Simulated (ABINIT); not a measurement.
# Beyond one shot: SnO2 (Cassiterite)

Wanted: G0W0 and self-consistent gaps of SnO2 (Cassiterite), with the cost of the cycles.

Method: LDA and many-body steps on it, plane waves, in ABINIT 10.8.3.

**Experimental background.**

- Gap 3.6 eV: experimental gap quoted from earlier work; bulk crystal (quoted in “Study on the Photocatalytic Properties of Flower-Shaped SnO2”, 2022, pmc:9565917).

Report form: the programs' logs are mostly left out.

**1. Starting point**

The structure is tetragonal, space group P4_2/mnm (No. 136). The conventional cell has a = 4.738 Å, b = 4.738 Å, c = 3.187 Å, α = 90.00°, β = 90.00°, γ = 90.00°. Sn has 6 O at 2.05 to 2.06 Å nearest. Nearest to O lie 3 Sn at 2.05 to 2.06 Å. Farther neighbours and most contacts between anions are not listed.

As a file:

```cif
data_structure
_symmetry_space_group_name_H-M 'P4_2/mnm'
_symmetry_Int_Tables_number 136
_cell_length_a 4.7380
_cell_length_b 4.7380
_cell_length_c 3.1865
_cell_angle_alpha 90.000
_cell_angle_beta 90.000
_cell_angle_gamma 90.000
_cell_volume 71.53
loop_
_atom_site_label
_atom_site_type_symbol
_atom_site_symmetry_multiplicity
_atom_site_Wyckoff_symbol
_atom_site_fract_x
_atom_site_fract_y
_atom_site_fract_z
_atom_site_occupancy
Sn1 Sn 2 a 0.00000 0.00000 0.00000 1
O1 O 4 f 0.30710 0.30710 0.00000 1
```

The cell and positions come from the Crystallography Open Database and are kept as given unless a step says otherwise.

**2. Empty states on the mesh, 2×2×4 mesh, 144 bands**

This step: ABINIT 10.8.3; DFT, LDA, plane waves, norm-conserving pseudopotentials.

The sums over transitions need many empty states on a uniform mesh; this step solves for them.

Input file run.abi:

```
acell 3*1.0 Angstrom
rprim 
  4.738000000000 0.000000000000 0.000000000000
  0.000000000000 4.738000000000 0.000000000000
  0.000000000000 0.000000000000 3.186500000000
ntypat 2
znucl 50 8
natom 6
typat 1 1 2 2 2 2
xred 
  0.000000000000 0.000000000000 0.000000000000
  0.500000000000 0.500000000000 0.500000000000
  0.307100000000 0.307100000000 0.000000000000
  0.192900000000 0.807100000000 0.500000000000
  0.692900000000 0.692900000000 0.000000000000
  0.807100000000 0.192900000000 0.500000000000
pp_dirpath "pseudos"
pseudos "Sn.upf, O.upf"
ecut 42
ngkpt 2 2 4
nshiftk 1
shiftk 0 0 0
kptopt 1
chksymbreak 0
iscf -2
irdden 1
istwfk *1
nband 144
nbdbuf 12
tolwfr 1e-09
nstep 60
prtvol 0
indata_prefix "in"
outdata_prefix "out"
tmpdata_prefix "tmp"
```

Started as:

```sh
OMP_NUM_THREADS=1 mpirun -n 8 abinit run.abi > log
```

It took 60 s on 8 MPI ranks of Arm Neoverse V2, shared host; peak memory 0.69 GiB.

This step gave:

```
gap                                                           : 1.138 eV
k of the valence top                                          : 0, 0, 0
k of the conduction bottom                                    : 0, 0, 0
least direct gap                                              : 1.138 eV
k points computed                                             : 9
lowest point of the top converged band, above the valence top : 61.2232 eV
```

On this mesh the gap is 1.138 eV.

The density comes from a self-consistent run that is not shown.

**3. Screening, 2×2×4 mesh, 132 bands, screening to 106.1 eV**

The RPA dielectric matrix is built and inverted for each q.

This step: RPA screening on LDA, plane waves, norm-conserving pseudopotentials.

run.abi, as its differences from that of step 2:

```diff
@@ -24,10 +24,11 @@
 chksymbreak 0
-iscf -2
-irdden 1
 istwfk *1
-nband 144
-nbdbuf 12
-tolwfr 1e-09
-nstep 60
-prtvol 0
+occopt 1
+irdwfk 1
+optdriver 3
+nband 132
+ecuteps 3.9
+inclvkb 2
+awtr 1
+symchi 1
 indata_prefix "in"
```

The job ended after 45 s (8 MPI ranks; peak memory 2.8 GiB; 6 min of CPU time).

Numbers from this step:

| Item | Value |
| --- | --- |
| ε∞ with local fields, on this mesh, along the program's q direction | 5.422 |
| the same without local fields | 5.651 |
| plasma frequency | 36.20 eV |
| plane waves in the screening matrix | 177 |

Local fields lower ε∞ by 4 %. On a Γ-centred mesh this coarse the value itself is usually too large, while a short band sum pulls it down.

**4. G0W0**

The self-energy is evaluated for the states that the input lists, and the levels follow from it, in one-shot runs by the linearised quasiparticle equation.

This step: G0W0 on LDA, plane waves, norm-conserving pseudopotentials.

run.abi, as its differences from that of step 3:

```diff
@@ -27,8 +27,25 @@
 irdwfk 1
-optdriver 3
+optdriver 4
 nband 132
+gwcalctyp 0
+ecutsigx 42
+symsigma 1
+nkptgw 6
+kptgw 
+  0.0000000000 0.0000000000 0.0000000000
+  0.5000000000 0.0000000000 0.0000000000
+  0.5000000000 0.5000000000 0.0000000000
+  0.0000000000 0.0000000000 0.5000000000
+  0.5000000000 0.0000000000 0.5000000000
+  0.5000000000 0.5000000000 0.5000000000
+bdgw 
+  32 36
+  33 36
+  33 36
+  33 36
+  33 36
+  33 36
 ecuteps 3.9
-inclvkb 2
-awtr 1
-symchi 1
+irdscr 1
+ppmodel 1
 indata_prefix "in"
```

Wall time 11 s (8 MPI ranks); peak memory 1.7 GiB; 84 s of CPU time.

This step gave:

```
G0W0 gap on the mesh                         : 2.906 eV
starting gap on the mesh                     : 1.138 eV
k of the valence top                         : 0, 0, 0
k of the conduction bottom                   : 0, 0, 0
Z at the valence top                         : 0.792
Z at the conduction bottom                   : 0.843
least direct G0W0 gap on the computed points : 2.906 eV
```

The gap on the mesh goes from 1.14 eV to 2.91 eV, a correction of +1.77 eV.

**5. evGW0, cycle 1**

This step: evGW0 on LDA, plane waves, norm-conserving pseudopotentials.

run.abi, as its differences from that of step 4:

```diff
@@ -29,6 +29,6 @@
 nband 132
-gwcalctyp 0
+gwcalctyp 10
 ecutsigx 42
 symsigma 1
-nkptgw 6
+nkptgw 9
 kptgw 
@@ -37,2 +37,5 @@
   0.5000000000 0.5000000000 0.0000000000
+  0.0000000000 0.0000000000 0.2500000000
+  0.5000000000 0.0000000000 0.2500000000
+  0.5000000000 0.5000000000 0.2500000000
   0.0000000000 0.0000000000 0.5000000000
@@ -41,8 +44,11 @@
 bdgw 
-  32 36
-  33 36
-  33 36
-  33 36
-  33 36
-  33 36
+  23 40
+  23 40
+  23 40
+  23 40
+  23 40
+  23 40
+  23 40
+  23 40
+  23 40
 ecuteps 3.9
```

Wall time 61 s (8 MPI ranks); peak memory 3.7 GiB.

This step gave:

```yaml
quasiparticle_gap_on_the_mesh: 3.271 eV
gap_of_the_density_functional_on_the_mesh: 1.138 eV
k_of_the_valence_top: 0, 0, 0
k_of_the_conduction_bottom: 0, 0, 0
z_at_the_valence_top: 0.792
z_at_the_conduction_bottom: 0.843
least_direct_quasiparticle_gap_on_the_computed_points: 3.271 eV
```

Against G0W0 in ABINIT (2×2×4 mesh, 132 bands, screening to 106.1 eV, Godby-Needs plasmon pole), the gap moves by +0.365 eV. This first cycle still uses the starting levels; it takes the full correction, at all points of the mesh, and its linearised value is 2.906 eV.

**6. evGW0, cycle 2**

The corrected levels of the last cycle go back in.

run.abi, as its differences from that of step 5:

```diff
@@ -56,2 +56,3 @@
 ppmodel 1
+irdqps 1
 indata_prefix "in"
```

Run time: 61 s. Hardware: 8 MPI ranks; peak memory 3.7 GiB.

This step gave:

| Quantity | Value |
| --- | --- |
| quasiparticle gap on the mesh | 3.156 eV |
| gap of the density functional on the mesh | 1.138 eV |
| k of the valence top | 0, 0, 0 |
| k of the conduction bottom | 0, 0, 0 |
| least direct quasiparticle gap on the computed points | 3.156 eV |

Against the cycle before, the gap moves by −0.115 eV.

**7. evGW0, cycle 3**

run.abi is that of step 6.

Run time: 61 s. Hardware: 8 MPI ranks; peak memory 3.7 GiB; 8.1 min of CPU time.

Numbers from this step:

* quasiparticle gap on the mesh: 3.157 eV
* gap of the density functional on the mesh: 1.138 eV
* k of the valence top: 0, 0, 0
* k of the conduction bottom: 0, 0, 0
* least direct quasiparticle gap on the computed points: 3.157 eV

Against the cycle before, the gap moves by +0.001 eV.

**8. Screening, 2×2×4 mesh, 132 bands, screening to 106.1 eV**

This step: RPA screening on LDA, plane waves, norm-conserving pseudopotentials.

Input file run.abi:

```
acell 3*1.0 Angstrom
rprim 
  4.738000000000 0.000000000000 0.000000000000
  0.000000000000 4.738000000000 0.000000000000
  0.000000000000 0.000000000000 3.186500000000
ntypat 2
znucl 50 8
natom 6
typat 1 1 2 2 2 2
xred 
  0.000000000000 0.000000000000 0.000000000000
  0.500000000000 0.500000000000 0.500000000000
  0.307100000000 0.307100000000 0.000000000000
  0.192900000000 0.807100000000 0.500000000000
  0.692900000000 0.692900000000 0.000000000000
  0.807100000000 0.192900000000 0.500000000000
pp_dirpath "pseudos"
pseudos "Sn.upf, O.upf"
ecut 42
ngkpt 2 2 4
nshiftk 1
shiftk 0 0 0
kptopt 1
chksymbreak 0
istwfk *1
occopt 1
irdwfk 1
optdriver 3
nband 132
ecuteps 3.9
inclvkb 2
awtr 1
symchi 1
gwcalctyp 10
mbpt_sciss 2.567 eV
nqptdm 1
qptdm 
  0 0 0
indata_prefix "in"
outdata_prefix "out"
tmpdata_prefix "tmp"
```

Elapsed: 23 s, on 8 MPI ranks; peak memory 2.9 GiB; 3.1 min of CPU time.

This step gave:

```
ε∞ with local fields, on this mesh, along the program's q direction : 4.167
the same without local fields                                       : 4.314
plasma frequency                                                    : 36.20 eV
plane waves in the screening matrix                                 : 177
```

This screening uses the functional's bands under a rigid shift, the mean opening of the cycle before.

**9. Screening, 2×2×4 mesh, 132 bands, screening to 106.1 eV**

This step: RPA screening on LDA from quasiparticle energies, plane waves, norm-conserving pseudopotentials.

run.abi, as its differences from that of step 8:

```diff
@@ -33,7 +33,14 @@
 symchi 1
+irdqps 1
 gwcalctyp 10
-mbpt_sciss 2.567 eV
-nqptdm 1
+nqptdm 8
 qptdm 
-  0 0 0
+  0.5000000000 0.0000000000 0.0000000000
+  0.5000000000 0.5000000000 0.0000000000
+  0.0000000000 0.0000000000 0.2500000000
+  0.5000000000 0.0000000000 0.2500000000
+  0.5000000000 0.5000000000 0.2500000000
+  0.0000000000 0.0000000000 0.5000000000
+  0.5000000000 0.0000000000 0.5000000000
+  0.5000000000 0.5000000000 0.5000000000
 indata_prefix "in"
```

Input file mrgscr.stdin:

```
2
merged
q0_SCR
out_SCR
1
```

Started as:

```sh
OMP_NUM_THREADS=1 mpirun -n 8 abinit run.abi > log; mrgscr < mrgscr.stdin
```

Run time: 20 s. Hardware: 8 MPI ranks; peak memory 2.4 GiB; 2.6 min of CPU time.

This step gave:

```
plasma frequency                    : 36.20 eV
plane waves in the screening matrix : 177
```

This screening reads the quasiparticle levels of the cycle before.

**10. evGW, cycle 1**

This step: evGW on LDA, plane waves, norm-conserving pseudopotentials.

run.abi, as its differences from that of step 9:

```diff
@@ -27,12 +27,10 @@
 irdwfk 1
-optdriver 3
+optdriver 4
 nband 132
-ecuteps 3.9
-inclvkb 2
-awtr 1
-symchi 1
-irdqps 1
 gwcalctyp 10
-nqptdm 8
-qptdm 
+ecutsigx 42
+symsigma 1
+nkptgw 9
+kptgw 
+  0.0000000000 0.0000000000 0.0000000000
   0.5000000000 0.0000000000 0.0000000000
@@ -45,2 +43,16 @@
   0.5000000000 0.5000000000 0.5000000000
+bdgw 
+  23 40
+  23 40
+  23 40
+  23 40
+  23 40
+  23 40
+  23 40
+  23 40
+  23 40
+ecuteps 3.9
+irdscr 1
+ppmodel 1
+irdqps 1
 indata_prefix "in"
```

Started as:

```sh
OMP_NUM_THREADS=1 mpirun -n 8 abinit run.abi > log
```

Elapsed: 59 s, on 8 MPI ranks; peak memory 3.7 GiB.

This step gave:

| Property | Result |
| --- | --- |
| quasiparticle gap on the mesh | 3.599 eV |
| gap of the density functional on the mesh | 1.138 eV |
| k of the valence top | 0, 0, 0 |
| k of the conduction bottom | 0, 0, 0 |
| least direct quasiparticle gap on the computed points | 3.599 eV |

Against G0W0 in ABINIT (2×2×4 mesh, 132 bands, screening to 106.1 eV, Godby-Needs plasmon pole), the gap moves by +0.693 eV.

**11. Screening, 2×2×4 mesh, 132 bands, screening to 106.1 eV**

This step: RPA screening on LDA, plane waves, norm-conserving pseudopotentials.

Input file run.abi:

```
acell 3*1.0 Angstrom
rprim 
  4.738000000000 0.000000000000 0.000000000000
  0.000000000000 4.738000000000 0.000000000000
  0.000000000000 0.000000000000 3.186500000000
ntypat 2
znucl 50 8
natom 6
typat 1 1 2 2 2 2
xred 
  0.000000000000 0.000000000000 0.000000000000
  0.500000000000 0.500000000000 0.500000000000
  0.307100000000 0.307100000000 0.000000000000
  0.192900000000 0.807100000000 0.500000000000
  0.692900000000 0.692900000000 0.000000000000
  0.807100000000 0.192900000000 0.500000000000
pp_dirpath "pseudos"
pseudos "Sn.upf, O.upf"
ecut 42
ngkpt 2 2 4
nshiftk 1
shiftk 0 0 0
kptopt 1
chksymbreak 0
istwfk *1
occopt 1
irdwfk 1
optdriver 3
nband 132
ecuteps 3.9
inclvkb 2
awtr 1
symchi 1
gwcalctyp 10
mbpt_sciss 3.047 eV
nqptdm 1
qptdm 
  0 0 0
indata_prefix "in"
outdata_prefix "out"
tmpdata_prefix "tmp"
```

Elapsed: 25 s, on 8 MPI ranks; peak memory 2.7 GiB; 3.4 min of CPU time.

This step gave:

```yaml
eps_infinity_with_local_fields_on_this_mesh_along_the_program_s_q_direction: 4.024
the_same_without_local_fields: 4.163
plasma_frequency: 36.20 eV
plane_waves_in_the_screening_matrix: 177
```

This screening uses the functional's bands under a rigid shift, the mean opening of the cycle before.

**12. Screening, 2×2×4 mesh, 132 bands, screening to 106.1 eV**

This step: RPA screening on LDA from quasiparticle energies, plane waves, norm-conserving pseudopotentials.

run.abi, as its differences from that of step 11:

```diff
@@ -33,7 +33,14 @@
 symchi 1
+irdqps 1
 gwcalctyp 10
-mbpt_sciss 3.047 eV
-nqptdm 1
+nqptdm 8
 qptdm 
-  0 0 0
+  0.5000000000 0.0000000000 0.0000000000
+  0.5000000000 0.5000000000 0.0000000000
+  0.0000000000 0.0000000000 0.2500000000
+  0.5000000000 0.0000000000 0.2500000000
+  0.5000000000 0.5000000000 0.2500000000
+  0.0000000000 0.0000000000 0.5000000000
+  0.5000000000 0.0000000000 0.5000000000
+  0.5000000000 0.5000000000 0.5000000000
 indata_prefix "in"
```

mrgscr.stdin is that of step 9.

Started as:

```sh
OMP_NUM_THREADS=1 mpirun -n 8 abinit run.abi > log; mrgscr < mrgscr.stdin
```

It took 23 s on 8 MPI ranks; peak memory 2.4 GiB; 3 min of CPU time.

Numbers from this step:

```
plasma frequency                    : 36.20 eV
plane waves in the screening matrix : 177
```

This screening reads the quasiparticle levels of the cycle before.

(Part 1 of 2 ends here.)

[Paths, hosts, dates, memory and timing lines, banners, echoed tables and standing remarks are left out of the program output.]

[Logs are printed without paths, hosts, clocks, repeated set-up lines and the standing remarks that a program may print on its own settings, such as how far it seeks lower states.]

[Runs of the session that timed out or met a known fault of the program may be left out.]

[Hosts, paths, dates, database ids (printed as entryN), source tags and the programs' standing remarks are cut or masked in the printed files.]

[G0W0 gaps are taken among the corrected bands and points alone; a level outside them can change the order at an edge.]

[Where Ansatz stands beside ABINIT at settings called matched, ABINIT's density can come from a denser mesh and the files from another edition; pairs whose starting gaps differed by over 0.03 eV were left out, so agreement reads better than it is.]
